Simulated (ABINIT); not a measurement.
## SnSe2 (P-3m1): a self-consistent loop beyond G0W0, cycle by cycle

Aim: iterate the self-energy on SnSe2 (P-3m1) and follow the gap from cycle to cycle.

Program: ABINIT 10.8.3. Level of theory: LDA and many-body steps on it, plane waves. Results are calculated unless marked as measured.

**The experiments to reproduce.**

- Gap 1.21 ± 0.04 eV: quasiparticle gap from STS band edges on large flat area; scanning tunneling spectroscopy, log dI/dV edge fit; 77.6 K; bulk crystal (n-type SnSe2 region of partially converted crystal) (“Lateral heterostructures formed by thermally converting n-type SnSe2 to p-type SnSe”, 2018, arxiv:1804.01202).

- Gap 1 eV: indirect gap from optical absorption (approximate); optical absorption; bulk crystal (quoted in “Lateral heterostructures formed by thermally converting n-type SnSe2 to p-type SnSe”, 2018, arxiv:1804.01202).

- Gap 1.207 eV: direct band-edge excitonic transition; piezoreflectance; 300 K; bulk crystal (CVT-grown single crystal) (“Temperature Dependent Excitonic Transition Energy and Enhanced Electron-Phonon Coupling in Layered Ternary SnS2-xSex Semiconductors with Fully Tunable Stoichiometry”, 2021, pmc:8069899).

This is a report of a sequence of runs, with most program output left out.

## 1. The starting structure

The structure is trigonal, space group P-3m1 (No. 164). Conventional cell: a = 3.811 Å, b = 3.811 Å, c = 6.136 Å, α = 90.00°, β = 90.00°, γ = 120.00°. Nearest to Sn lie 6 Se at 2.68 Å. Nearest to Se lie 3 Sn at 2.68 Å. Farther neighbours and most contacts between anions are not listed.

The cell and positions come from the Crystallography Open Database and are kept as given unless a step says otherwise.

## 2. Empty states on the mesh, 3×3×2 mesh, 154 bands

This step: ABINIT 10.8.3; DFT, LDA, plane waves, norm-conserving pseudopotentials.

The sums over transitions need many empty states on a uniform mesh; this step solves for them.

run.abi reads:

```
acell 3*1.0 Angstrom
rprim 
  3.810999999987 0.000000000003 0.000000000000
  -1.905499999996 3.300422813810 0.000000000000
  0.000000000000 0.000000000000 6.136000000000
ntypat 2
znucl 50 34
natom 3
typat 1 2 2
xred 
  0.000000000000 0.000000000000 0.000000000000
  0.333333333333 0.666666666667 0.249000000000
  0.666666666667 0.333333333333 0.751000000000
pp_dirpath "pseudos"
pseudos "Sn.upf, Se.upf"
ecut 48
ngkpt 3 3 2
nshiftk 1
shiftk 0 0 0
kptopt 1
chksymbreak 0
iscf -2
irdden 1
istwfk *1
nband 154
nbdbuf 14
tolwfr 1e-09
nstep 60
prtvol 0
indata_prefix "in"
outdata_prefix "out"
tmpdata_prefix "tmp"
```

The run is started by

```console
$ OMP_NUM_THREADS=1 mpirun -n 4 abinit run.abi > log
```

Wall time 68 s (4 MPI ranks of Arm Neoverse V2, shared host); peak memory 0.45 GiB; 4.5 min of CPU time.

Numbers from this step:

```
gap                                                           : 0.8757 eV
k of the valence top                                          : 0, 0, 0
k of the conduction bottom                                    : 0, 0, 0
least direct gap                                              : 0.8757 eV
k points computed                                             : 6
lowest point of the top converged band, above the valence top : 60.4030 eV
```

On this mesh the gap is 0.876 eV.

The density comes from a self-consistent run that is not shown.

## 3. Screening, 3×3×2 mesh, 140 bands, screening to 106.1 eV

The RPA dielectric matrix is built and inverted for each q.

This step: RPA screening on LDA, plane waves, norm-conserving pseudopotentials.

Edit run.abi of step 2 so:

```diff
@@ -21,10 +21,11 @@
 chksymbreak 0
-iscf -2
-irdden 1
 istwfk *1
-nband 154
-nbdbuf 14
-tolwfr 1e-09
-nstep 60
-prtvol 0
+occopt 1
+irdwfk 1
+optdriver 3
+nband 140
+ecuteps 3.9
+inclvkb 2
+awtr 1
+symchi 1
 indata_prefix "in"
```

Elapsed: 45 s, on 4 MPI ranks; peak memory 1.3 GiB.

This step gave:

```yaml
eps_infinity_with_local_fields_on_this_mesh_along_the_program_s_q_direction: 25.75
the_same_without_local_fields: 29.21
plasma_frequency: 35.36 eV
plane_waves_in_the_screening_matrix: 197
```

Local fields lower ε∞ by 12 %. On a Γ-centred mesh this coarse the value itself is usually too large, while a short band sum pulls it down.

## 4. G0W0

The self-energy is evaluated for the states that the input lists, and the levels follow from it, in one-shot runs by the linearised quasiparticle equation.

This step: G0W0 on LDA, plane waves, norm-conserving pseudopotentials.

Edit run.abi of step 3 so:

```diff
@@ -24,8 +24,17 @@
 irdwfk 1
-optdriver 3
+optdriver 4
 nband 140
+gwcalctyp 0
+ecutsigx 48
+symsigma 1
+nkptgw 2
+kptgw 
+  0.0000000000 0.0000000000 0.0000000000
+  0.0000000000 0.0000000000 0.5000000000
+bdgw 
+  33 37
+  34 37
 ecuteps 3.9
-inclvkb 2
-awtr 1
-symchi 1
+irdscr 1
+ppmodel 1
 indata_prefix "in"
```

Elapsed: 6.9 s, on 4 MPI ranks; peak memory 1.1 GiB; 27 s of CPU time.

Numbers from this step:

```
G0W0 gap on the points computed              : 1.543 eV
starting gap on the mesh                     : 0.8757 eV
k of the valence top                         : 0, 0, 0
k of the conduction bottom                   : 0, 0, 0
Z at the valence top                         : 0.789
Z at the conduction bottom                   : 0.807
least direct G0W0 gap on the computed points : 1.543 eV
```

The gap on the mesh goes from 0.88 eV to 1.54 eV, a correction of +0.67 eV.

## 5. evGW0, cycle 1

This step: evGW0 on LDA, plane waves, norm-conserving pseudopotentials.

Edit run.abi of step 4 so:

```diff
@@ -26,12 +26,20 @@
 nband 140
-gwcalctyp 0
+gwcalctyp 10
 ecutsigx 48
 symsigma 1
-nkptgw 2
+nkptgw 6
 kptgw 
   0.0000000000 0.0000000000 0.0000000000
+  0.3333333333 0.0000000000 0.0000000000
+  0.3333333333 0.3333333333 0.0000000000
   0.0000000000 0.0000000000 0.5000000000
+  0.3333333333 0.0000000000 0.5000000000
+  0.3333333333 0.3333333333 0.5000000000
 bdgw 
-  33 37
-  34 37
+  30 39
+  30 39
+  30 39
+  30 39
+  30 39
+  30 39
 ecuteps 3.9
```

It took 42 s on 4 MPI ranks; peak memory 1.6 GiB.

Numbers from this step:

| Property | Result |
| --- | --- |
| quasiparticle gap on the mesh | 1.697 eV |
| gap of the density functional on the mesh | 0.8757 eV |
| k of the valence top | 0, 0, 0 |
| k of the conduction bottom | 0, 0, 0 |
| Z at the valence top | 0.789 |
| Z at the conduction bottom | 0.807 |
| least direct quasiparticle gap on the computed points | 1.697 eV |

Against G0W0 in ABINIT (3×3×2 mesh, 140 bands, screening to 106.1 eV, Godby-Needs plasmon pole), the gap moves by +0.154 eV. This first cycle still uses the starting levels; it takes the full correction, at all points of the mesh, and its linearised value is 1.543 eV.

## 6. evGW0, cycle 2

The corrected levels of the last cycle go back in.

Edit run.abi of step 5 so:

```diff
@@ -47,2 +47,3 @@
 ppmodel 1
+irdqps 1
 indata_prefix "in"
```

Elapsed: 42 s, on 4 MPI ranks; peak memory 1.6 GiB.

This step gave:

```
quasiparticle gap on the mesh                         : 1.594 eV
gap of the density functional on the mesh             : 0.8757 eV
k of the valence top                                  : 0, 0, 0
k of the conduction bottom                            : 0, 0, 0
least direct quasiparticle gap on the computed points : 1.594 eV
```

Against the cycle before, the gap moves by −0.103 eV.

## 7. evGW0, cycle 3

run.abi is that of step 6.

Wall time 42 s (4 MPI ranks); peak memory 1.6 GiB.

This step gave:

```yaml
quasiparticle_gap_on_the_mesh: 1.606 eV
gap_of_the_density_functional_on_the_mesh: 0.8757 eV
k_of_the_valence_top: 0, 0, 0
k_of_the_conduction_bottom: 0, 0, 0
least_direct_quasiparticle_gap_on_the_computed_points: 1.606 eV
```

Against the cycle before, the gap moves by +0.012 eV.

## 8. evGW0, cycle 4

run.abi is that of step 7.

The job ended after 42 s (4 MPI ranks; peak memory 1.6 GiB; 2.8 min of CPU time).

This step gave:

```
quasiparticle gap on the mesh                         : 1.605 eV
gap of the density functional on the mesh             : 0.8757 eV
k of the valence top                                  : 0, 0, 0
k of the conduction bottom                            : 0, 0, 0
least direct quasiparticle gap on the computed points : 1.605 eV
```

Against the cycle before, the gap moves by −0.001 eV.

## 9. Screening, 3×3×2 mesh, 140 bands, screening to 106.1 eV

This step: RPA screening on LDA, plane waves, norm-conserving pseudopotentials.

run.abi reads:

```
acell 3*1.0 Angstrom
rprim 
  3.810999999987 0.000000000003 0.000000000000
  -1.905499999996 3.300422813810 0.000000000000
  0.000000000000 0.000000000000 6.136000000000
ntypat 2
znucl 50 34
natom 3
typat 1 2 2
xred 
  0.000000000000 0.000000000000 0.000000000000
  0.333333333333 0.666666666667 0.249000000000
  0.666666666667 0.333333333333 0.751000000000
pp_dirpath "pseudos"
pseudos "Sn.upf, Se.upf"
ecut 48
ngkpt 3 3 2
nshiftk 1
shiftk 0 0 0
kptopt 1
chksymbreak 0
istwfk *1
occopt 1
irdwfk 1
optdriver 3
nband 140
ecuteps 3.9
inclvkb 2
awtr 1
symchi 1
gwcalctyp 10
mbpt_sciss 0.755 eV
nqptdm 1
qptdm 
  0 0 0
indata_prefix "in"
outdata_prefix "out"
tmpdata_prefix "tmp"
```

The job ended after 25 s (4 MPI ranks; peak memory 1.3 GiB).

Numbers from this step:

| Property | Result |
| --- | --- |
| ε∞ with local fields, on this mesh, along the program's q direction | 19.02 |
| the same without local fields | 21.26 |
| plasma frequency | 35.36 eV |
| plane waves in the screening matrix | 197 |

This screening uses the functional's bands under a rigid shift, the mean opening of the cycle before.

## 10. Screening, 3×3×2 mesh, 140 bands, screening to 106.1 eV

This step: RPA screening on LDA from quasiparticle energies, plane waves, norm-conserving pseudopotentials.

Edit run.abi of step 9 so:

```diff
@@ -30,7 +30,11 @@
 symchi 1
+irdqps 1
 gwcalctyp 10
-mbpt_sciss 0.755 eV
-nqptdm 1
+nqptdm 5
 qptdm 
-  0 0 0
+  0.3333333333 0.0000000000 0.0000000000
+  0.3333333333 0.3333333333 0.0000000000
+  0.0000000000 0.0000000000 0.5000000000
+  0.3333333333 0.0000000000 0.5000000000
+  0.3333333333 0.3333333333 0.5000000000
 indata_prefix "in"
```

mrgscr.stdin reads:

```
2
merged
q0_SCR
out_SCR
1
```

The run is started by

```console
$ OMP_NUM_THREADS=1 mpirun -n 4 abinit run.abi > log; mrgscr < mrgscr.stdin
```

Wall time 23 s (4 MPI ranks); peak memory 1.1 GiB.

This step gave:

```
plasma frequency                    : 35.36 eV
plane waves in the screening matrix : 197
```

This screening reads the quasiparticle levels of the cycle before.

## 11. evGW, cycle 1

This step: evGW on LDA, plane waves, norm-conserving pseudopotentials.

Edit run.abi of step 10 so:

```diff
@@ -24,12 +24,10 @@
 irdwfk 1
-optdriver 3
+optdriver 4
 nband 140
-ecuteps 3.9
-inclvkb 2
-awtr 1
-symchi 1
-irdqps 1
 gwcalctyp 10
-nqptdm 5
-qptdm 
+ecutsigx 48
+symsigma 1
+nkptgw 6
+kptgw 
+  0.0000000000 0.0000000000 0.0000000000
   0.3333333333 0.0000000000 0.0000000000
@@ -39,2 +37,13 @@
   0.3333333333 0.3333333333 0.5000000000
+bdgw 
+  30 39
+  30 39
+  30 39
+  30 39
+  30 39
+  30 39
+ecuteps 3.9
+irdscr 1
+ppmodel 1
+irdqps 1
 indata_prefix "in"
```

The run is started by

```console
$ OMP_NUM_THREADS=1 mpirun -n 4 abinit run.abi > log
```

Run time: 43 s. Hardware: 4 MPI ranks; peak memory 1.6 GiB.

Numbers from this step:

```yaml
quasiparticle_gap_on_the_mesh: 1.696 eV
gap_of_the_density_functional_on_the_mesh: 0.8757 eV
k_of_the_valence_top: 0, 0, 0
k_of_the_conduction_bottom: 0, 0, 0
least_direct_quasiparticle_gap_on_the_computed_points: 1.696 eV
```

Against G0W0 in ABINIT (3×3×2 mesh, 140 bands, screening to 106.1 eV, Godby-Needs plasmon pole), the gap moves by +0.153 eV.

## 12. Screening, 3×3×2 mesh, 140 bands, screening to 106.1 eV

This step: RPA screening on LDA, plane waves, norm-conserving pseudopotentials.

run.abi reads:

```
acell 3*1.0 Angstrom
rprim 
  3.810999999987 0.000000000003 0.000000000000
  -1.905499999996 3.300422813810 0.000000000000
  0.000000000000 0.000000000000 6.136000000000
ntypat 2
znucl 50 34
natom 3
typat 1 2 2
xred 
  0.000000000000 0.000000000000 0.000000000000
  0.333333333333 0.666666666667 0.249000000000
  0.666666666667 0.333333333333 0.751000000000
pp_dirpath "pseudos"
pseudos "Sn.upf, Se.upf"
ecut 48
ngkpt 3 3 2
nshiftk 1
shiftk 0 0 0
kptopt 1
chksymbreak 0
istwfk *1
occopt 1
irdwfk 1
optdriver 3
nband 140
ecuteps 3.9
inclvkb 2
awtr 1
symchi 1
gwcalctyp 10
mbpt_sciss 0.853 eV
nqptdm 1
qptdm 
  0 0 0
indata_prefix "in"
outdata_prefix "out"
tmpdata_prefix "tmp"
```

Wall time 25 s (4 MPI ranks); peak memory 1.3 GiB.

This step gave:

* ε∞ with local fields, on this mesh, along the program's q direction: 18.46
* the same without local fields: 20.60
* plasma frequency: 35.36 eV
* plane waves in the screening matrix: 197

This screening uses the functional's bands under a rigid shift, the mean opening of the cycle before.

## 13. Screening, 3×3×2 mesh, 140 bands, screening to 106.1 eV

This step: RPA screening on LDA from quasiparticle energies, plane waves, norm-conserving pseudopotentials.

Edit run.abi of step 12 so:

```diff
@@ -30,7 +30,11 @@
 symchi 1
+irdqps 1
 gwcalctyp 10
-mbpt_sciss 0.853 eV
-nqptdm 1
+nqptdm 5
 qptdm 
-  0 0 0
+  0.3333333333 0.0000000000 0.0000000000
+  0.3333333333 0.3333333333 0.0000000000
+  0.0000000000 0.0000000000 0.5000000000
+  0.3333333333 0.0000000000 0.5000000000
+  0.3333333333 0.3333333333 0.5000000000
 indata_prefix "in"
```

mrgscr.stdin is that of step 10.

The run is started by

```console
$ OMP_NUM_THREADS=1 mpirun -n 4 abinit run.abi > log; mrgscr < mrgscr.stdin
```

Run time: 23 s. Hardware: 4 MPI ranks; peak memory 1.1 GiB; 92 s of CPU time.

This step gave:

| Property | Result |
| --- | --- |
| plasma frequency | 35.36 eV |
| plane waves in the screening matrix | 197 |

This screening reads the quasiparticle levels of the cycle before.

## 14. evGW, cycle 2

This step: evGW on LDA, plane waves, norm-conserving pseudopotentials.

Edit run.abi of step 13 so:

```diff
@@ -24,12 +24,10 @@
 irdwfk 1
-optdriver 3
+optdriver 4
 nband 140
-ecuteps 3.9
-inclvkb 2
-awtr 1
-symchi 1
-irdqps 1
 gwcalctyp 10
-nqptdm 5
-qptdm 
+ecutsigx 48
+symsigma 1
+nkptgw 6
+kptgw 
+  0.0000000000 0.0000000000 0.0000000000
   0.3333333333 0.0000000000 0.0000000000
@@ -39,2 +37,13 @@
   0.3333333333 0.3333333333 0.5000000000
+bdgw 
+  30 39
+  30 39
+  30 39
+  30 39
+  30 39
+  30 39
+ecuteps 3.9
+irdscr 1
+ppmodel 1
+irdqps 1
 indata_prefix "in"
```

The run is started by

```console
$ OMP_NUM_THREADS=1 mpirun -n 4 abinit run.abi > log
```

Wall time 42 s (4 MPI ranks); peak memory 1.6 GiB.

This step gave:

```yaml
quasiparticle_gap_on_the_mesh: 1.698 eV
gap_of_the_density_functional_on_the_mesh: 0.8757 eV
k_of_the_valence_top: 0, 0, 0
k_of_the_conduction_bottom: 0, 0, 0
least_direct_quasiparticle_gap_on_the_computed_points: 1.698 eV
```

Against the cycle before, the gap moves by +0.002 eV.

## 15. Side by side

Times are wall times on 4 MPI ranks of Arm Neoverse V2, shared host, good to a factor of about two. A run's time includes the screening step that it read.

```
           run   mesh  bands  screening cutoff (eV)  DFT gap (eV)  gap on the mesh (eV)  direct (eV)  ε∞ used  time
          G0W0  3×3×2    140                  106.1         0.876                 1.543        1.543    25.75  51 s
evGW0, cycle 1  3×3×2    140                  106.1         0.876                 1.697        1.697    25.75  87 s
evGW0, cycle 2  3×3×2    140                  106.1         0.876                 1.594        1.594    25.75  87 s
evGW0, cycle 3  3×3×2    140                  106.1         0.876                 1.606        1.606    25.75  87 s
evGW0, cycle 4  3×3×2    140                  106.1         0.876                 1.605        1.605    25.75  87 s
 evGW, cycle 1  3×3×2    140                  106.1         0.876                 1.696        1.696    19.02  91 s
 evGW, cycle 2  3×3×2    140                  106.1         0.876                 1.698        1.698    18.46  90 s
```

## 16. Outcome

* G0W0: 1.543 eV
* evGW0, cycle 1: 1.697 eV
* evGW0, cycle 2: 1.594 eV
* evGW0, cycle 3: 1.606 eV
* evGW0, cycle 4: 1.605 eV
* evGW, cycle 1: 1.696 eV
* evGW, cycle 2: 1.698 eV
* known limits: not at the basis limit; mesh may overstate the screening; no spin-orbit coupling; coarse k mesh

Only the bands that the input lists are updated; the others, empty or deep, keep the functional's energies or take a rigid shift. The evGW loop starts from the last levels of evGW0, so its cycles and time come on top of those. evGW0 ends at 1.60 eV, +0.06 eV from G0W0, after 4 cycles that took 2.8 min beside the first screening; the last moved the gap by 0.001 eV. evGW ends at 1.70 eV, +0.16 eV from G0W0, after 2 cycles that took 3 min beside the first screening; the last moved the gap by 0.002 eV. The first cycle of evGW0 takes the full correction, without the factor Z, so it overshoots the one-shot value. Against experiment, by evGW, cycle 2: the gap of 1.70 eV lies +0.49 eV from the measured 1.21 ± 0.04 eV (electronic, 77.6 K, 2018); the gap of 1.70 eV lies +0.70 eV from the measured 1 eV (indirect, quoted 2018); the direct gap of 1.70 eV lies +0.49 eV from the measured 1.207 eV (exciton, 300 K, 2021). An exciton line or allowed optical edge lies below the quasiparticle gap by the binding energy; a forbidden edge can push the onset above it. These are gaps on the mesh, at modest bands and cutoff. The calculation has static nuclei and no excitons; a measured gap holds zero-point and thermal motion, which mostly lowers it. Bands and cutoff are finite, so the gap is not at the basis limit. The miss can reach some tenths of an eV and take either sign; the mesh is an error of its own. A denser mesh or path gives a starting gap of 0.60 eV: the GW mesh misses a band edge, so its gaps are not the fundamental one. The 3×3×2 mesh is coarse for this cell, which bears on the long-range parts of exchange and screening. For the LDA start: The RPA ε∞ on this mesh reaches over 25; with a narrow direct gap a coarse mesh can overstate it, and the correction is then too small. In the updated screening the q = 0 part is built from Kohn-Sham bands under a rigid shift, the other q from the quasiparticle levels. The many-body steps are scalar-relativistic: spin-orbit coupling is not in them.

[Paths, hosts, dates, memory and timing lines, banners, echoed tables and standing remarks are left out of the program output.]

[Logs are printed without paths, hosts, clocks, repeated set-up lines and the standing remarks that a program may print on its own settings, such as how far it seeks lower states.]

[Runs of the session that timed out or met a known fault of the program may be left out.]

[Hosts, paths, dates, database ids (printed as entryN), source tags and the programs' standing remarks are cut or masked in the printed files.]

[G0W0 gaps are taken among the corrected bands and points alone; a level outside them can change the order at an edge.]

[Where Ansatz stands beside ABINIT at settings called matched, ABINIT's density can come from a denser mesh and the files from another edition; pairs whose starting gaps differed by over 0.03 eV were left out, so agreement reads better than it is.]
